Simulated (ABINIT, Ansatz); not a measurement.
# Quasiparticle gap of Bi2S2O (P4/nmm) in ABINIT, part 2 of 3

Aim: the G0W0 gap of Bi2S2O (P4/nmm) on PBEsol, step by step.

ABINIT 10.8.3; PBEsol and many-body steps on it, plane waves. Known limits of the many-body steps: not at the basis limit; no spin-orbit coupling; coarse k mesh.

So far. Step 2 (Ground state): The gap is direct, at (0.500, 0.000, 0.000).

### Step 3. Bands along the symmetry lines

Level of this step: DFT, PBEsol, plane waves, norm-conserving pseudopotentials (ABINIT).

The cheap functional maps the bands first; the places of the edges decide which points the dearer methods must see.

Input file run.abi:

```
acell 3*1.0 Angstrom
rprim 
  3.954101390000 0.000000000000 0.000000000000
  0.000000000000 3.954101390000 0.000000000000
  0.000000000000 0.000000000000 14.050579580000
ntypat 3
znucl 83 16 8
natom 10
typat 1 1 1 1 2 2 2 2 3 3
xred 
  0.000000000000 0.500000000000 0.866495830000
  0.500000000000 0.000000000000 0.133504170000
  0.500000000000 0.000000000000 0.589093140000
  0.000000000000 0.500000000000 0.410906860000
  0.500000000000 0.000000000000 0.894313410000
  0.000000000000 0.500000000000 0.105686590000
  0.000000000000 0.500000000000 0.687487520000
  0.500000000000 0.000000000000 0.312512480000
  0.000000000000 0.000000000000 0.500000000000
  0.500000000000 0.500000000000 0.500000000000
pp_dirpath "pseudos"
pseudos "Bi.upf, S.upf, O.upf"
ecut 42
iscf -2
irdden 1
kptopt 0
nkpt 39
kpt 
  0.00000000 0.00000000 0.00000000
  0.00000000 0.12500000 0.00000000
  0.00000000 0.25000000 0.00000000
  0.00000000 0.37500000 0.00000000
  0.00000000 0.50000000 0.00000000
  0.12500000 0.50000000 0.00000000
  0.25000000 0.50000000 0.00000000
  0.37500000 0.50000000 0.00000000
  0.50000000 0.50000000 0.00000000
  0.37500000 0.37500000 0.00000000
  0.25000000 0.25000000 0.00000000
  0.12500000 0.12500000 0.00000000
  0.00000000 0.00000000 0.00000000
  0.00000000 0.00000000 0.12500000
  0.00000000 0.00000000 0.25000000
  0.00000000 0.00000000 0.37500000
  0.00000000 0.00000000 0.50000000
  0.00000000 0.12500000 0.50000000
  0.00000000 0.25000000 0.50000000
  0.00000000 0.37500000 0.50000000
  0.00000000 0.50000000 0.50000000
  0.12500000 0.50000000 0.50000000
  0.25000000 0.50000000 0.50000000
  0.37500000 0.50000000 0.50000000
  0.50000000 0.50000000 0.50000000
  0.37500000 0.37500000 0.50000000
  0.25000000 0.25000000 0.50000000
  0.12500000 0.12500000 0.50000000
  0.00000000 0.00000000 0.50000000
  0.00000000 0.50000000 0.00000000
  0.00000000 0.50000000 0.12500000
  0.00000000 0.50000000 0.25000000
  0.00000000 0.50000000 0.37500000
  0.00000000 0.50000000 0.50000000
  0.50000000 0.50000000 0.00000000
  0.50000000 0.50000000 0.12500000
  0.50000000 0.50000000 0.25000000
  0.50000000 0.50000000 0.37500000
  0.50000000 0.50000000 0.50000000
istwfk *1
nband 71
nbdbuf 2
tolwfr 1e-08
nstep 40
prtwf 0
prtvol 0
indata_prefix "in"
outdata_prefix "out"
tmpdata_prefix "tmp"
```

The run is started by

```console
$ OMP_NUM_THREADS=1 mpirun -n 8 abinit run.abi > log
```

Numbers of over 12 decimals in the logs are rounded to 6 here.

Output:

```text
.Version 10.8.3 of ABINIT. v10.8.2 released Aug 2026.

 Symmetries : space group P4/n m m (#129); Bravais tP (primitive tetrag.)
[... echo of the input left out ...]
== DATASET  1 ==================================================================
-   mpi_nproc: 8, omp_nthreads: 1 (-1 if OMP is not activated)

--- !DatasetInfo
iteration_state: {dtset: 1, }
dimensions: {natom: 10, nkpt: 39, mband: 71, nsppol: 1, nspinor: 1, nspden: 1, mpw: 19392, }
cutoff_energies: {ecut:  42.0, pawecutdg:  -1.0, }
electrons: {nelect:   1.28000000E+02, charge:   0.00000000E+00, occopt:   1.00000000E+00, tsmear:   1.00000000E-02, }

 Real(R)+Recip(G) space primitive vectors, cartesian coordinates (Bohr,Bohr^-1):
 R(1)=  7.4721687  0.0000000  0.0000000  G(1)=  0.1338300  0.0000000  0.0000000
 R(2)=  0.0000000  7.4721687  0.0000000  G(2)=  0.0000000  0.1338300  0.0000000
 R(3)=  0.0000000  0.0000000 26.5517473  G(3)=  0.0000000  0.0000000  0.0376623
 Unit cell volume ucvol=  1.4824718E+03 bohr^3
 Angles (23,13,12)=  9.00000000E+01  9.00000000E+01  9.00000000E+01 degrees

 getcut: wavevector=  0.0000  0.0000  0.0000  ngfft=  45  45 160
         ecut(hartree)=     42.000   => boxcut(ratio)=   2.01844

--- Pseudopotential description ------------------------------------------------
- Bi Generated using ONCVPSP code by D. R. Hamann
- 83.00000  23.00000  180301                  znucl, zion, pspdat
12 -116133 2 -1 1472                          pspcod,pspxc,lmax,lloc,mmax
     nproj     2     2     2
  pspatm : epsatm=   28.42398882
         --- l  ekb(1:nproj) -->
             0   17.099263    2.333947
             1    7.134189    1.181075
             2    3.367336    0.414803
 pspatm: atomic psp has been read  and splines computed

- S Generated using ONCVPSP code by D. R. Hamann
- 16.00000   6.00000  180301                  znucl, zion, pspdat
12 -116133 2 -1 1146                          pspcod,pspxc,lmax,lloc,mmax
     nproj     2     2     2
  pspatm : epsatm=    8.71840686
         --- l  ekb(1:nproj) -->
[...]
pspatm: atomic psp has been read  and splines computed

- O Generated using ONCVPSP code by D. R. Hamann
-  8.00000   6.00000  180301                  znucl, zion, pspdat
12 -116133 2 -1 936                           pspcod,pspxc,lmax,lloc,mmax
     nproj     2     2     1
  pspatm : epsatm=    6.20179097
         --- l  ekb(1:nproj) -->
[...]
2   -1.335834
 pspatm: atomic psp has been read  and splines computed

--------------------------------------------------------------------------------

================================================================================
 prteigrs : about to open file out_EIG
 Non-SCF case, kpt    1 (  0.00000  0.00000  0.00000), residuals and eigenvalues=
  8.31E-09  8.12E-09  8.49E-09  7.03E-09  1.43E-09  6.52E-09  1.37E-09  6.45E-09
[...]
iteration_state: {dtset: 1, }
comment   : Summary of ground state results
lattice_vectors:
- [  7.4721687,   0.0000000,   0.0000000, ]
- [  0.0000000,   7.4721687,   0.0000000, ]
- [  0.0000000,   0.0000000,  26.5517473, ]
lattice_lengths: [   7.47217,    7.47217,   26.55175, ]
lattice_angles: [ 90.000,  90.000,  90.000, ] # degrees, (23, 13, 12)
lattice_volume:   1.4824718E+03
convergence: {deltae:  0.000E+00, res2:  0.000E+00, residm:  9.981E-09, diffor:  0.000E+00, }
etotal    :  -1.00534980E+03
entropy   :   0.00000000E+00
fermie    :   2.44054619E-01
cartesian_stress_tensor: null
pressure_GPa: null
xred      :
- [  0.0000E+00,   5.0000E-01,   8.6650E-01, Bi]
- [  5.0000E-01,   0.0000E+00,   1.3350E-01, Bi]
- [  5.0000E-01,   0.0000E+00,   5.8909E-01, Bi]
- [  0.0000E+00,   5.0000E-01,   4.1091E-01, Bi]
- [  5.0000E-01,   0.0000E+00,   8.9431E-01,  S]
- [  0.0000E+00,   5.0000E-01,   1.0569E-01,  S]
- [  0.0000E+00,   5.0000E-01,   6.8749E-01,  S]
- [  5.0000E-01,   0.0000E+00,   3.1251E-01,  S]
- [  0.0000E+00,   0.0000E+00,   5.0000E-01,  O]
- [  5.0000E-01,   5.0000E-01,   5.0000E-01,  O]
cartesian_forces: null
force_length_stats: {min: null, max: null, mean: null, }

 Integrated electronic density in atomic spheres:
 ------------------------------------------------
 Atom  Sphere_radius  Integrated_density
[...]
================================================================================

 ----iterations are completed or convergence reached----

 Mean square residual over all n,k,spin=   54.451E-10; max=  99.805E-10
 reduced coordinates (array xred) for   10 atoms
[...]
0.000000000000      0.000000000000      0.500000000000
       0.500000000000      0.500000000000      0.500000000000

 cartesian coordinates (angstrom) at end:
    1      0.000000     1.977051    12.174769
    2      1.977051     0.000000     1.875811
    3      1.977051     0.000000     8.277100
[...]
9      0.000000     0.000000     7.025290
   10      1.977051     1.977051     7.025290
 length scales=  1.889726125908  1.889726125908  1.889726125908 bohr
              =  1.000000000000  1.000000000000  1.000000000000 angstroms
 prteigrs : about to open file out_EIG
 Eigenvalues (hartree) for nkpt=  39  k points:
 kpt#   1, nband= 71, wtk=  1.00000, kpt=  0.0000  0.0000  0.0000 (reduced coord)
[...]
kpt#   2, nband= 71, wtk=  1.00000, kpt=  0.0000  0.1250  0.0000 (reduced coord)
[...]
kpt#   3, nband= 71, wtk=  1.00000, kpt=  0.0000  0.2500  0.0000 (reduced coord)
[...]
kpt#  38, nband= 71, wtk=  1.00000, kpt=  0.5000  0.5000  0.3750 (reduced coord)
[...]
0.35450    0.35450    0.38087    0.38087    0.39009    0.39009    0.41444
 kpt#  39, nband= 71, wtk=  1.00000, kpt=  0.5000  0.5000  0.5000 (reduced coord)
[...]
0.05921    0.05921    0.06433    0.06433    0.10560    0.10560    0.14441    0.14441
   0.15234    0.15234    0.18899    0.18899    0.19041    0.19041    0.20602    0.20602
   0.35570    0.35570    0.37983    0.37983    0.38780    0.38780    0.41517

== END DATASET(S) ==============================================================
================================================================================

 -outvars: echo values of variables after computation  --------
            nband          71
             nkpt          39
          spgroup         129
 [... the other variables as echoed above ...]

 Calculation completed.
```

The job ended after 3.4 min (8 MPI ranks of AMD EPYC 9R45, shared host; peak memory 1.8 GiB; 27 min of CPU time).

This step gave:

| Quantity | Value |
| --- | --- |
| gap | 0.9451 eV |
| k of the valence top | 0, 0.5, 0 |
| k of the conduction bottom | 0, 0.5, 0 |
| least direct gap | 0.9451 eV |

The gap is 0.945 eV, as in the run before at this level.

The electronic bands at the labelled points (eV, zero at the top of the highest filled band):

```
    point  band 61  band 62  band 63  band 64  band 65  band 66  band 67  band 68
        Γ    -0.99    -0.92    -0.75    -0.75     1.40     2.15     3.85     4.02
  halfway    -0.90    -0.78    -0.65    -0.62     2.52     2.74     2.81     3.02
        X    -0.47    -0.47     0.00     0.00     0.95     0.95     1.50     1.50
  halfway    -1.23    -1.23    -0.80    -0.80     2.67     2.67     3.43     3.43
        M    -1.46    -1.46    -1.17    -1.17     2.86     2.86     3.93     3.93
  halfway    -1.01    -0.98    -0.41    -0.37     1.71     2.00     2.31     3.31
        Γ    -0.99    -0.92    -0.75    -0.75     1.40     2.15     3.85     4.02
  halfway    -1.09    -0.87    -0.74    -0.74     1.45     2.22     3.79     4.06
        Z    -1.10    -0.90    -0.73    -0.73     1.51     2.27     3.78     4.11
  halfway    -0.91    -0.64    -0.64    -0.53     2.37     2.77     2.92     3.02
        R    -0.50    -0.50     0.00     0.00     0.95     0.95     1.50     1.50
  halfway    -1.18    -1.18    -1.15    -1.15     2.97     2.97     3.14     3.14
        A    -1.46    -1.46    -1.03    -1.03     3.04     3.04     3.69     3.69
  halfway    -1.00    -0.85    -0.52    -0.25     1.69     1.95     2.30     3.65
        Z    -1.10    -0.90    -0.73    -0.73     1.51     2.27     3.78     4.11
jump to X    -0.47    -0.47     0.00     0.00     0.95     0.95     1.50     1.50
  halfway    -0.49    -0.49     0.00     0.00     0.95     0.95     1.50     1.50
        R    -0.50    -0.50     0.00     0.00     0.95     0.95     1.50     1.50
jump to M    -1.46    -1.46    -1.17    -1.17     2.86     2.86     3.93     3.93
  halfway    -1.46    -1.46    -1.10    -1.10     2.94     2.94     3.80     3.80
        A    -1.46    -1.46    -1.03    -1.03     3.04     3.04     3.69     3.69
```

### Step 4. Empty states on the mesh, 4×4×1 mesh, 462 bands

The sums over transitions need many empty states on a uniform mesh; this step solves for them.

Input file run.abi:

```
acell 3*1.0 Angstrom
rprim 
  3.954101390000 0.000000000000 0.000000000000
  0.000000000000 3.954101390000 0.000000000000
  0.000000000000 0.000000000000 14.050579580000
ntypat 3
znucl 83 16 8
natom 10
typat 1 1 1 1 2 2 2 2 3 3
xred 
  0.000000000000 0.500000000000 0.866495830000
  0.500000000000 0.000000000000 0.133504170000
  0.500000000000 0.000000000000 0.589093140000
  0.000000000000 0.500000000000 0.410906860000
  0.500000000000 0.000000000000 0.894313410000
  0.000000000000 0.500000000000 0.105686590000
  0.000000000000 0.500000000000 0.687487520000
  0.500000000000 0.000000000000 0.312512480000
  0.000000000000 0.000000000000 0.500000000000
  0.500000000000 0.500000000000 0.500000000000
pp_dirpath "pseudos"
pseudos "Bi.upf, S.upf, O.upf"
ecut 42
ngkpt 4 4 1
nshiftk 1
shiftk 0 0 0
kptopt 1
chksymbreak 0
iscf -2
irdden 1
istwfk *1
nband 462
nbdbuf 42
tolwfr 1e-09
nstep 60
prtvol 0
indata_prefix "in"
outdata_prefix "out"
tmpdata_prefix "tmp"
```

Output:

```text
.Version 10.8.3 of ABINIT. v10.8.2 released Aug 2026.

 Symmetries : space group P4/n m m (#129); Bravais tP (primitive tetrag.)
[... echo of the input left out ...]
== DATASET  1 ==================================================================
-   mpi_nproc: 8, omp_nthreads: 1 (-1 if OMP is not activated)
-    --> not optimal distribution: autoparal keyword recommended in input file <--

--- !DatasetInfo
iteration_state: {dtset: 1, }
dimensions: {natom: 10, nkpt: 6, mband: 462, nsppol: 1, nspinor: 1, nspden: 1, mpw: 19392, }
cutoff_energies: {ecut:  42.0, pawecutdg:  -1.0, }
electrons: {nelect:   1.28000000E+02, charge:   0.00000000E+00, occopt:   1.00000000E+00, tsmear:   1.00000000E-02, }

 Real(R)+Recip(G) space primitive vectors, cartesian coordinates (Bohr,Bohr^-1):
 R(1)=  7.4721687  0.0000000  0.0000000  G(1)=  0.1338300  0.0000000  0.0000000
 R(2)=  0.0000000  7.4721687  0.0000000  G(2)=  0.0000000  0.1338300  0.0000000
 R(3)=  0.0000000  0.0000000 26.5517473  G(3)=  0.0000000  0.0000000  0.0376623
 Unit cell volume ucvol=  1.4824718E+03 bohr^3
 Angles (23,13,12)=  9.00000000E+01  9.00000000E+01  9.00000000E+01 degrees

 getcut: wavevector=  0.0000  0.0000  0.0000  ngfft=  45  45 160
         ecut(hartree)=     42.000   => boxcut(ratio)=   2.01844

--- Pseudopotential description ------------------------------------------------
- Bi Generated using ONCVPSP code by D. R. Hamann
- 83.00000  23.00000  180301                  znucl, zion, pspdat
12 -116133 2 -1 1472                          pspcod,pspxc,lmax,lloc,mmax
     nproj     2     2     2
  pspatm : epsatm=   28.42398882
         --- l  ekb(1:nproj) -->
             0   17.099263    2.333947
             1    7.134189    1.181075
             2    3.367336    0.414803
 pspatm: atomic psp has been read  and splines computed

- S Generated using ONCVPSP code by D. R. Hamann
- 16.00000   6.00000  180301                  znucl, zion, pspdat
12 -116133 2 -1 1146                          pspcod,pspxc,lmax,lloc,mmax
     nproj     2     2     2
  pspatm : epsatm=    8.71840686
         --- l  ekb(1:nproj) -->
[...]
pspatm: atomic psp has been read  and splines computed

- O Generated using ONCVPSP code by D. R. Hamann
-  8.00000   6.00000  180301                  znucl, zion, pspdat
12 -116133 2 -1 936                           pspcod,pspxc,lmax,lloc,mmax
     nproj     2     2     1
  pspatm : epsatm=    6.20179097
         --- l  ekb(1:nproj) -->
[...]
2   -1.335834
 pspatm: atomic psp has been read  and splines computed

--------------------------------------------------------------------------------

================================================================================
 prteigrs : about to open file out_EIG
 Non-SCF case, kpt    1 (  0.00000  0.00000  0.00000), residuals and eigenvalues=
[...]
4.08E-04  6.18E-04  6.22E-04  7.04E-04  1.47E-03  3.62E-04
 -5.3925E+00 -5.3925E+00 -5.3812E+00 -5.3812E+00 -3.1160E+00 -3.1160E+00
 -3.1160E+00 -3.1160E+00 -3.1136E+00 -3.1136E+00 -3.1042E+00 -3.1042E+00
[...]
3.0789E+00  3.0798E+00  3.0862E+00  3.0902E+00  3.0933E+00  3.1011E+00
 prteigrs : prtvol=0 or 1, do not print more k-points.

--- !ResultsGS
iteration_state: {dtset: 1, }
comment   : Summary of ground state results
lattice_vectors:
- [  7.4721687,   0.0000000,   0.0000000, ]
- [  0.0000000,   7.4721687,   0.0000000, ]
- [  0.0000000,   0.0000000,  26.5517473, ]
lattice_lengths: [   7.47217,    7.47217,   26.55175, ]
lattice_angles: [ 90.000,  90.000,  90.000, ] # degrees, (23, 13, 12)
lattice_volume:   1.4824718E+03
convergence: {deltae:  0.000E+00, res2:  0.000E+00, residm:  9.965E-10, diffor:  0.000E+00, }
etotal    :  -1.00534980E+03
entropy   :   0.00000000E+00
fermie    :   2.44054619E-01
cartesian_stress_tensor: null
pressure_GPa: null
xred      :
- [  0.0000E+00,   5.0000E-01,   8.6650E-01, Bi]
- [  5.0000E-01,   0.0000E+00,   1.3350E-01, Bi]
- [  5.0000E-01,   0.0000E+00,   5.8909E-01, Bi]
- [  0.0000E+00,   5.0000E-01,   4.1091E-01, Bi]
- [  5.0000E-01,   0.0000E+00,   8.9431E-01,  S]
- [  0.0000E+00,   5.0000E-01,   1.0569E-01,  S]
- [  0.0000E+00,   5.0000E-01,   6.8749E-01,  S]
- [  5.0000E-01,   0.0000E+00,   3.1251E-01,  S]
- [  0.0000E+00,   0.0000E+00,   5.0000E-01,  O]
- [  5.0000E-01,   5.0000E-01,   5.0000E-01,  O]
cartesian_forces: null
force_length_stats: {min: null, max: null, mean: null, }

 Integrated electronic density in atomic spheres:
 ------------------------------------------------
 Atom  Sphere_radius  Integrated_density
[...]
================================================================================

 ----iterations are completed or convergence reached----

 Mean square residual over all n,k,spin=   45.129E-11; max=  99.649E-11
 reduced coordinates (array xred) for   10 atoms
[...]
0.000000000000      0.000000000000      0.500000000000
       0.500000000000      0.500000000000      0.500000000000

 cartesian coordinates (angstrom) at end:
    1      0.000000     1.977051    12.174769
    2      1.977051     0.000000     1.875811
    3      1.977051     0.000000     8.277100
[...]
9      0.000000     0.000000     7.025290
   10      1.977051     1.977051     7.025290
 length scales=  1.889726125908  1.889726125908  1.889726125908 bohr
              =  1.000000000000  1.000000000000  1.000000000000 angstroms
 prteigrs : about to open file out_EIG
 Eigenvalues (hartree) for nkpt=   6  k points:
 kpt#   1, nband=462, wtk=  0.06250, kpt=  0.0000  0.0000  0.0000 (reduced coord)
[...]
2.98358    2.98358    3.00112    3.00112    3.02200    3.03110    3.03351    3.04751
   3.04757    3.04918    3.05177    3.05454    3.05464    3.06172    3.06681    3.07848
   3.07886    3.07975    3.08616    3.09022    3.09327    3.10107
 prteigrs : prtvol=0 or 1, do not print more k-points.

== END DATASET(S) ==============================================================
================================================================================

 -outvars: echo values of variables after computation  --------
            nband         462
             nkpt           6
          spgroup         129
 [... the other variables as echoed above ...]

 Calculation completed.
```

Wall time 11 min (8 MPI ranks); peak memory 1.9 GiB.

Numbers from this step:

```yaml
gap: 0.9451 eV
k_of_the_valence_top: 0.5, 0, 0
k_of_the_conduction_bottom: 0.5, 0, 0
least_direct_gap: 0.9451 eV
k_points_computed: 6
lowest_point_of_the_top_converged_band_above_the_valence_top: 69.8658 eV
```

On this mesh the gap is 0.945 eV.

[end of part 2 of 3]

[Paths, hosts, dates, memory and timing lines, banners, echoed tables and standing remarks are left out of the program output.]

[Logs are printed without paths, hosts, clocks, repeated set-up lines and the standing remarks that a program may print on its own settings, such as how far it seeks lower states.]

[Runs of the session that timed out or met a known fault of the program may be left out.]

[Hosts, paths, dates, database ids (printed as entryN), source tags and the programs' standing remarks are cut or masked in the printed files.]

[G0W0 gaps are taken among the corrected bands and points alone; a level outside them can change the order at an edge.]

[Where Ansatz stands beside ABINIT at settings called matched, ABINIT's density can come from a denser mesh and the files from another edition; pairs whose starting gaps differed by over 0.03 eV were left out, so agreement reads better than it is.]
